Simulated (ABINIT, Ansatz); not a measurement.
```
A GW chain in ABINIT: GaAs (F-43m)
1.0
     0.00000    2.82685    2.82685
     2.82685    0.00000    2.82685
     2.82685    2.82685    0.00000
Ga As
1 1
Direct
  0.00000 0.00000 0.00000
  0.25000 0.25000 0.25000
# method: RPA screening on PBE, plane waves, norm-conserving pseudopotentials (and 2 further levels or steps)
# program: ABINIT 10.8.3
# settings: cutoff 45 Ha, PseudoDojo scalar-relativistic 0.4 stringent, norm-conserving, ngkpt (6, 6, 6), nband 140, ecuteps 6.5 Ha, inclvkb 2, shiftk (0, 0, 0), symchi 1, awtr 1, frequency ppm, 6×6×6 k-mesh
# cost: 5 runs, 14 min in all on 4 MPI ranks of Intel Xeon 6975P-C (Granite Rapids), shared host
# notes: The cell and positions come from the Crystallography Open Database and are kept as given unless a step says otherwise. Limits: mesh may overstate the screening; no spin-orbit coupling. The 6×6×6 mesh is coarse for this cell, which bears on the long-range parts of exchange and screening. The RPA ε∞ on this mesh reaches over 25; with a narrow direct gap a coarse mesh can overstate it, and the correction is then too small.
# PBE gap: 0.51 eV, direct
# G0W0 gap on the mesh: 1.11 eV
# GW settings: 6×6×6 mesh, 140 bands, screening to 176.9 eV, Godby-Needs plasmon pole
# known limits: short of the basis limit; mesh may overstate the screening; no spin-orbit coupling; coarse k mesh
```

[Long decimals in the printed logs are rounded to 6 places.]

[Logs are printed without paths, hosts, clocks, repeated set-up lines and the standing remarks that a program may print on its own settings, such as how far it seeks lower states.]

[Paths, hosts, dates, memory and timing lines, banners, echoed tables and standing remarks are left out of the program output; an Ansatz launch command may be rebuilt from the run's recorded settings. Measured values are a selection of at most five: reports struck by readers or far from the other reports are left out. None is set beside runs whose start may be inverted or whose files or cutoffs have a known fault.]

[Runs of the session that timed out or met a known fault of the program may be left out.]

[Hosts, paths, dates, database ids (printed as entryN), source tags and the programs' standing remarks are cut or masked in the printed files.]

[G0W0 gaps are taken among the corrected bands and points alone; a level outside them can change the order at an edge.]

[Where Ansatz stands beside ABINIT at settings called matched, ABINIT's density can come from a denser mesh and the files from another edition; pairs whose starting gaps differed by over 0.03 eV were left out, so agreement reads better than it is.]
